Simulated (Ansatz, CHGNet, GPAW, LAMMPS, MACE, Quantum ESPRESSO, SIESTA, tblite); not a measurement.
# GPAW runs on glassy 68SiO2-14MgO-11ZnO-7BaO (mol %) (75 atoms)

How do the settings of GPAW change the result for glassy 68SiO2-14MgO-11ZnO-7BaO (mol %) (75 atoms)? A plane-wave run serves as the yardstick.

Calculated with GPAW 26.7.0; the method is named at each step.

### 1. The structure

The cell holds 75 atoms: 19 Si, 4 Mg, 3 Zn, 2 Ba and 47 O. Its edges and angles: a = 10.675 Å, b = 10.675 Å, c = 10.675 Å, α = 90.0°, β = 90.0°, γ = 90.0°. 75 atoms (19 Si, 4 Mg, 3 Zn, 2 Ba, 47 O) placed at random at 2.53 g/cm³, melted at 4000 K for 10 ps at fixed volume with the Morse and Coulomb pair potential with partial charges (Pedone, Malavasi, Menziani, Cormack and Segre, J. Phys. Chem. B 110, 11780 (2006)). Quenched from 4000 K to 300 K at 25 K/ps and fixed volume, held 5 ps, then minimised at fixed cell.

The yardstick, on the same geometry:

* method: Kohn-Sham DFT, PBE, PAW, plane waves (Ansatz 0.2.0); cutoff 420 eV, Γ point, fermi-dirac smearing of 0.05 eV; PAW set soft_2
* r.m.s. force component: 0.8257 eV/Å
* longest force: 2.837 eV/Å
* pressure: 0.3664 GPa
* gap (highest filled to lowest empty level): 2.296 eV
* SCF cycles: 10
* time: 18 s on 4 threads of Arm Neoverse V1, shared host
* CPU time: 62 s

### 2. PBE, LCAO dzp, h 0.18 Å

Method: Kohn-Sham DFT, PBE, PAW, atomic orbitals (dzp).

run.py

```python
import numpy as np
from ase.io import read
from gpaw import GPAW, FermiDirac

atoms = read("structure.xyz")
atoms.calc = GPAW(
    mode="lcao",
    basis="dzp",
    h=0.18,
    xc="PBE",
    kpts={"size": (1, 1, 1), "gamma": True},
    occupations=FermiDirac(0.05),
    maxiter=200,
    symmetry={"point_group": False},
    txt="gpaw.txt",
)
energy = atoms.get_potential_energy(force_consistent=True)
forces = atoms.get_forces()
print(f"energy {energy:.6f} eV")
print("forces (eV/A)")
for i, (a, f) in enumerate(zip(atoms, forces)):
    print(f"{i:4d} {a.symbol:2s} {f[0]:10.5f} {f[1]:10.5f} {f[2]:10.5f}")
print(f"Fermi level {atoms.calc.get_fermi_level():.4f} eV")
for k in range(len(atoms.calc.get_ibz_k_points())):
    for s in range(atoms.calc.get_number_of_spins()):
        e = atoms.calc.get_eigenvalues(kpt=k, spin=s)
        n = np.searchsorted(e, atoms.calc.get_fermi_level())
        print(f"k {k} spin {s} levels about the Fermi level:", np.round(e[max(n - 6, 0):n], 4).tolist(), "|", np.round(e[n:n + 6], 4).tolist())
```

structure.xyz

```xyz
75
Lattice="10.67530 0.00000 0.00000 0.00000 10.67530 0.00000 0.00000 0.00000 10.67530" Properties=species:S:1:pos:R:3 pbc="T T T"
Si 3.56342 9.52013 4.23916
Si 3.74714 4.18931 1.37306
Si 8.95754 3.20793 0.20689
Si 9.42640 6.08150 9.51340
Si 7.96858 1.98230 5.92810
Si 2.45062 9.88255 8.81139
Si 1.18432 10.58456 5.97432
Si 8.78929 9.63958 5.80267
Si 3.57868 6.27387 3.73273
Si 9.47219 8.24624 1.17556
Si 7.30361 7.61853 7.68547
Si 6.55890 9.40259 1.80744
Si 7.77162 1.12838 8.94836
Si 0.30382 2.88820 5.41430
Si 3.80681 4.42278 8.97633
Si 1.68905 6.78309 8.41534
Si 9.24150 7.05296 4.00900
Si 1.07436 5.82914 5.57646
Si 5.60048 9.50657 9.52514
Mg 7.64031 4.07796 3.36517
Mg 5.76701 5.05967 6.16659
Mg 6.38682 7.22953 4.47829
Mg 10.51400 0.25450 10.38216
Zn 0.53921 3.14366 1.98112
Zn 4.98964 1.30922 2.55983
Zn 1.74637 2.28377 10.23324
Ba 2.64747 8.60600 1.16105
Ba 4.52868 1.48803 6.94620
O 10.59822 9.27299 0.77492
O 3.44535 7.92321 3.74511
O 0.34481 3.07780 3.85400
O 2.93421 3.06467 8.91035
O 7.46983 1.81662 7.48798
O 4.62027 3.15679 2.16890
O 9.46066 2.58054 5.89084
O 9.16058 0.39050 8.97216
O 10.36497 10.00457 5.99407
O 7.03065 2.96368 5.10717
O 1.14557 1.53874 5.80886
O 4.85182 4.37047 7.78357
O 10.45144 2.36650 0.27905
O 5.56493 9.21342 0.42883
O 8.35385 6.62851 8.43840
O 2.26797 3.51762 1.13094
O 0.81346 4.29595 6.06058
O 6.51642 0.24009 2.17904
O 6.51748 0.13376 9.22880
O 2.24523 5.78868 4.48544
O 1.56084 6.75330 6.81330
O 0.27126 6.28423 8.96544
O 4.54821 9.81071 5.40352
O 10.41034 6.43785 4.93434
O 2.83974 5.75196 8.83488
O 4.86997 5.82882 4.51224
O 1.98016 10.31490 7.36372
O 8.04309 6.01329 3.87716
[... 15 atom lines left out ...]
O 7.93623 2.27000 10.08997
O 4.31261 4.49398 10.54357
O 9.21428 4.56519 10.01204
O 3.77489 10.47941 2.97595
```

Command:

```bash
$ OMP_NUM_THREADS=1 python run.py > output.txt
```

The program printed:

```text
energy -504.131420 eV
forces (eV/A)
   0 Si    0.10321    0.53106    1.04211
   1 Si   -0.77987    0.22022   -0.67929
   2 Si    0.59837    0.17681   -0.77554
   3 Si    0.28974    0.85101    0.56886
   4 Si    1.93489   -1.79887    0.89065
   5 Si   -0.02576   -1.28345   -0.41959
   6 Si   -0.63294    0.30872   -1.04432
   7 Si    0.48049   -0.15830    0.10131
   8 Si   -1.01991    0.56225   -0.20077
   9 Si   -1.59222   -0.08248    0.61811
  10 Si    1.14788    1.22009    0.53173
  11 Si    0.48496   -1.21784   -0.21485
  12 Si    1.85245   -0.60061    0.12555
  13 Si   -0.35906   -0.26373   -0.65186
  14 Si   -1.09596    0.05026    1.00680
  15 Si   -0.15397   -0.59393   -0.38864
  16 Si    0.76529    0.91083   -0.03135
  17 Si   -0.22960   -0.40947    0.16353
  18 Si    1.26673    0.03647    0.41521
  19 Mg    0.83995   -0.13888   -0.26806
  20 Mg   -0.40620    0.12966    1.00888
  21 Mg    0.29031    1.30160   -0.67770
  22 Mg   -1.44477   -0.49605   -0.34576
  23 Zn   -0.13511    0.17778    1.58787
[...]
67 O     0.01538    0.65541    1.20801
  68 O     0.02010    0.68209   -0.79507
  69 O    -0.25560    1.15842   -0.92140
  70 O    -0.98717    0.34778   -0.60367
  71 O    -2.08939    0.63529    0.40706
  72 O     1.48193    0.91934    0.25737
  73 O     0.08223   -0.19059   -0.91545
  74 O    -0.77221    0.74166   -2.77583
Fermi level 3.2059 eV
k 0 spin 0 levels about the Fermi level: [1.332, 1.4448, 1.5146, 1.7116, 1.8616, 2.1504] | [4.2648, 5.0306, 5.7033, 5.8445, 6.0413, 6.2027]
```

gpaw.txt:

```text
Input parameters:
  mode=LCAO(),
  basis={'default': 'dzp'},
  h=0.18,
  kpts=MonkhorstPack(size=(1, 1, 1), gamma=True),
  maxiter=200,
  occupations=Occupations(name='fermi-dirac', width=0.05, fixmagmom=False),
  symmetry=Symmetry(point_group=False),
  xc=XC(name='PBE')
Unit cell  # Å
| periodic |         x |         y |         z |   lengths |    angles |
|----------|-----------|-----------|-----------|-----------|-----------|
|      yes | 10.675300 |  0.000000 |  0.000000 | 10.675300 | 90.000000 |
|      yes |  0.000000 | 10.675300 |  0.000000 | 10.675300 | 90.000000 |
|      yes |  0.000000 |  0.000000 | 10.675300 | 10.675300 | 90.000000 |
Number of symmetries: 1
Symmetry operations  # r_c * U_cc + t_c -> r_c
|   | kind |            matrix            |
|---|------|------------------------------|
| 0 |  E   |  1, 0, 0,  0, 1, 0,  0, 0, 1 |
BZ-sampling:
  Number of BZ points: 1
  Number of IBZ points: 1
  Monkhorst-Pack size: [1, 1, 1]
  Monkhorst-Pack shift: [0, 0, 0]
[... lines left out ...]
eigensolver:
density mixing:
  MSR1-Mixer
occupation numbers:
  Fermi-Dirac:
    width: 0.0500  # eV
FastPoissonSolver using
    Stencil: 6*3+1=19 point O(h^6) finite-difference Laplacian
xc functional:
  name: PBE with 2 nearest neighbor stencil
interpolation: tri-quintic # 5. degree polynomial
Initialization done in: 16.756 s
convergence criteria:
- Maximum [total energy] change in last 3 cyles: 0.0005 eV / valence electron
- Maximum integral of absolute [dens]ity change: 0.0001 electrons / valence electron
- Maximum integral of absolute [eigenst]ate change: 4e-08 eV^2 / valence electron
maximum number of iterations: 200
SCF iterations
|iter     |      energy | eigst |  dens |
|---------|-------------|-------|-------|
|iter:   1| -552.804130 |      c|       |
|iter:   2| -540.131532 |      c| -0.83 |
|iter:   3| -503.632624 |      c| -0.88 |
|iter:   4| -503.967494 |      c| -1.47 |
|iter:   5| -504.177217 |      c| -1.77 |
|iter:   6| -504.132415c|      c| -2.34 |
|iter:   7| -504.131668c|      c| -3.10 |
|iter:   8| -504.131433c|      c| -3.44 |
|iter:   9| -504.131422c|      c| -3.99 |
|iter:  10| -504.131420c|      c| -4.45c|
Converged in 10 steps
SCF loop duration: 128.278 s (12.828 s/step)
Energy contributions relative to reference atoms: (reference = -856698.843443)
Energy contributions:
  Kinetic:         567.414653
  Coulomb:        -484.963914
  Zero:              6.526880
  External:          0.000000
  Xc:             -593.109040
  Entropy:          -0.000000
  Spinorbit:         0.000000
  ----------------------------
  Free energy:    -504.131420
  Extrapolated:   -504.131420
dipole moment: (27.904262, -19.685083, -18.738258)  # |e|*Ang
Fermi level: 3.206
Eigenvalues  # (at kpt = [0.000, 0.000, 0.000])
| band index |      eig [eV] | occ [0-2] |
|------------|---------------|-----------|
|          0 |       -73.979 |     2.000 |
|        ... |               |           |
|        219 |         1.034 |     2.000 |
|        220 |         1.060 |     2.000 |
[...]
|        234 |         6.329 |     0.000 |
|        ... |               |           |
|        276 |        10.168 |     0.000 |
Gap: 2.114 eV
Transition (v -> c):
  (s=0, k=0, n=226, [0.00, 0.00, 0.00]) -> (s=0, k=0, n=227, [0.00, 0.00, 0.00])
No difference between direct/indirect transitions
Force computation time: 31.995  # s
timing:  # [seconds]
  Total:  177.062  # ━━━━━━━━━━━━━━━━━━━━━━━━━━━━━━━━━━━━━━━━━━━━━━━━━━━━━━━━
  Init:    16.756  # ━━━━━╸
  SCF:    128.278  # ━━━━━━━━━━━━━━━━━━━━━━━━━━━━━━━━━━━━━━━━╸
  Forces:  31.995  # ━━━━━━━━━━
```

The job ended after 3 min (1 thread of Arm Neoverse V1, shared host; peak memory 1.6 GiB).

Banners, paths, timers and routine set-up lines are dropped from the logs unmarked, and long logs keep their key lines alone; longer cuts are marked.

Numbers from this run, and their distance from the reference:

```
r.m.s. force component                           : 1.122 eV/Å
r.m.s. difference of force components            : 333 meV/Å
longest difference of force vectors              : 1165 meV/Å
force difference over r.m.s. force               : 40.33 %
slope of forces against the reference's          : 1.341
correlation of force components                  : 0.9874
gap (highest filled to lowest empty level) : 2.114 eV
gap difference                                   : -0.1811 eV
```

This run lies far from the reference in forces at the same functional.

Length of the force difference by element (eV/Å):

```
element  atoms   mean   most
     Ba      2  0.082  0.099
     Mg      4   0.20   0.26
      O     47   0.65    1.2
     Si     19   0.18   0.33
     Zn      3  0.093   0.16
```

Levels nearest the highest filled one (eV from it): -0.82, -0.71, -0.64, -0.44, -0.29, 0.00, 2.11, 2.88, 3.55, 3.69, 3.89, 4.05.

A closer look about O54, which bears the longest force: 10 atoms, nearest first, numbered in the order of the input, with positions taken from that point.

```
atom      x      y      z  distance (Å)     Fx     Fy  Fz (eV/Å)
 O54   0.00   0.00   0.00          0.00   3.37  -1.01       1.78
 Si9  -1.29   0.45  -0.78          1.57  -1.02   0.56      -0.20
Mg21   0.90  -0.77   1.65          2.03  -0.41   0.13       1.01
Mg22   1.52   1.40  -0.03          2.06   0.29   1.30      -0.68
 O48  -2.62  -0.04  -0.03          2.63  -0.21  -0.84      -0.64
 O70  -1.31  -0.21  -2.29          2.64  -0.26   1.16      -0.92
 O30  -1.42   2.09  -0.77          2.65  -0.49  -0.36      -1.40
 O66   1.77   1.01   1.98          2.84  -1.61  -2.02      -2.46
 O56   3.17   0.18  -0.64          3.24  -2.63  -1.98       0.13
 O67   1.28   2.54  -1.60          3.26  -1.07  -2.00       1.77
```

Atoms are counted from 1 here, from 0 in the log.

Forces lie 40 % from the reference's, at 2.9 times its CPU time (on 1 against 4 cores).

The difference per atom is largest on O (0.65 eV/Å on average, against 0.20 on Mg).

### 3. PBE, LCAO szp(dzp), h 0.18 Å

Method: Kohn-Sham DFT, PBE, PAW, atomic orbitals (szp(dzp)).

Changes to run.py since step 2:

```diff
@@ -7,3 +7,3 @@
     mode="lcao",
-    basis="dzp",
+    basis="szp(dzp)",
     h=0.18,
```

structure.xyz is that of step 2.

The program printed:

```text
energy -479.526577 eV
forces (eV/A)
   0 Si    0.68705    0.82315    1.19671
   1 Si   -0.59199   -0.27995   -0.59066
   2 Si    0.52446    0.23261   -0.18042
   3 Si    0.26324    0.76642    0.67498
   4 Si    1.72120   -1.23867    0.64438
   5 Si   -0.11945   -0.91896   -0.12087
   6 Si   -0.58397    0.17232   -1.29262
   7 Si    0.42190   -0.17989    0.17010
   8 Si   -0.52145    0.49041    0.09004
   9 Si   -1.39595    0.36799    0.36321
  10 Si    0.98968    0.93592    0.16597
  11 Si    0.42206   -1.12509    0.64924
  12 Si    2.59147   -1.08489    0.15116
  13 Si   -0.45003   -0.14222   -1.21079
  14 Si   -0.82042   -0.18750    0.70666
  15 Si   -0.08502   -0.75057   -0.25848
  16 Si    0.44161    0.56164   -0.17817
  17 Si   -0.29176   -0.38640    0.13609
  18 Si    1.20334    0.03750    0.51622
  19 Mg    0.82586   -0.20893   -0.29156
  20 Mg   -0.46561    0.13611    1.10679
  21 Mg    0.30747    1.34959   -0.74752
  22 Mg   -1.62826   -0.56862   -0.52695
  23 Zn   -0.16045    0.26879    1.81402
[...]
67 O     0.06504    0.72359    1.14550
  68 O     0.17916    0.59169   -0.85213
  69 O    -0.32679    1.31638   -0.91381
  70 O    -1.01141    0.42540   -0.54780
  71 O    -2.08806    0.78777    0.46004
  72 O     1.39292    0.95804    0.30910
  73 O     0.10230    0.00809   -0.99029
  74 O    -0.90366    0.58284   -2.80728
Fermi level 3.5430 eV
k 0 spin 0 levels about the Fermi level: [1.6915, 1.7502, 1.8084, 2.0985, 2.185, 2.5465] | [4.5402, 5.2799, 5.8673, 6.074, 6.2091, 6.3771]
```

gpaw.txt:

```text
Input parameters:
  mode=LCAO(),
  basis={'default': 'szp(dzp)'},
  h=0.18,
  kpts=MonkhorstPack(size=(1, 1, 1), gamma=True),
  maxiter=200,
  occupations=Occupations(name='fermi-dirac', width=0.05, fixmagmom=False),
  symmetry=Symmetry(point_group=False),
  xc=XC(name='PBE')
Unit cell  # Å
| periodic |         x |         y |         z |   lengths |    angles |
[... lines left out ...]
  Fermi-Dirac:
[... lines left out ...]
convergence criteria:
- Maximum [total energy] change in last 3 cyles: 0.0005 eV / valence electron
[... lines left out ...]
Converged in 10 steps
[... lines left out ...]
  Free energy:    -479.526577
  Extrapolated:   -479.526577
dipole moment: (27.447507, -19.281067, -18.596670)  # |e|*Ang
Fermi level: 3.543
Eigenvalues  # (at kpt = [0.000, 0.000, 0.000])
| band index |      eig [eV] | occ [0-2] |
|------------|---------------|-----------|
|          0 |       -74.602 |     2.000 |
|        ... |               |           |
|        219 |         1.338 |     2.000 |
|        220 |         1.423 |     2.000 |
[...]
|        234 |         6.525 |     0.000 |
|        ... |               |           |
|        276 |        10.567 |     0.000 |
Gap: 1.994 eV
Transition (v -> c):
  (s=0, k=0, n=226, [0.00, 0.00, 0.00]) -> (s=0, k=0, n=227, [0.00, 0.00, 0.00])
No difference between direct/indirect transitions
Force computation time: 22.322  # s
timing:  # [seconds]
  Total:  131.034  # ━━━━━━━━━━━━━━━━━━━━━━━━━━━━━━━━━━━━━━━━━━━━━━━━━━━━━━━━
  Init:    13.015  # ━━━━━╸
  SCF:     95.666  # ━━━━━━━━━━━━━━━━━━━━━━━━━━━━━━━━━━━━━━━━━
  Forces:  22.322  # ━━━━━━━━━╸
```

It took 2.2 min on 1 thread; peak memory 1.5 GiB.

Compared with the plane-wave run:

```yaml
r_m_s_force_component: 1.088 eV/Å
r_m_s_difference_of_force_components: 319.3 meV/Å
longest_difference_of_force_vectors: 966.8 meV/Å
force_difference_over_r_m_s_force: 38.67 %
slope_of_forces_against_the_reference_s: 1.294
correlation_of_force_components: 0.9817
spacing_of_highest_filled_and_lowest_empty_level: 1.994 eV
gap_difference: -0.3018 eV
```

This is a coarse setting, run to see what it loses.

Against the first run (40 %), the force difference from the reference is 39 %, at 0.74 times the CPU time, with 706 basis functions against 1055: size alone doesn't set the difference here.

(Part 1 of 2 ends here.)

[Also dropped from logs without a mark: logging warnings of Python, and SIESTA's first energy breakdown and zero terms.]

[Logs are printed without paths, hosts, clocks, repeated set-up lines and the standing remarks that a program may print on its own settings, such as how far it seeks lower states.]

[Hosts, paths, dates, database ids (printed as entryN), source tags and the programs' standing remarks are cut or masked in the printed files.]
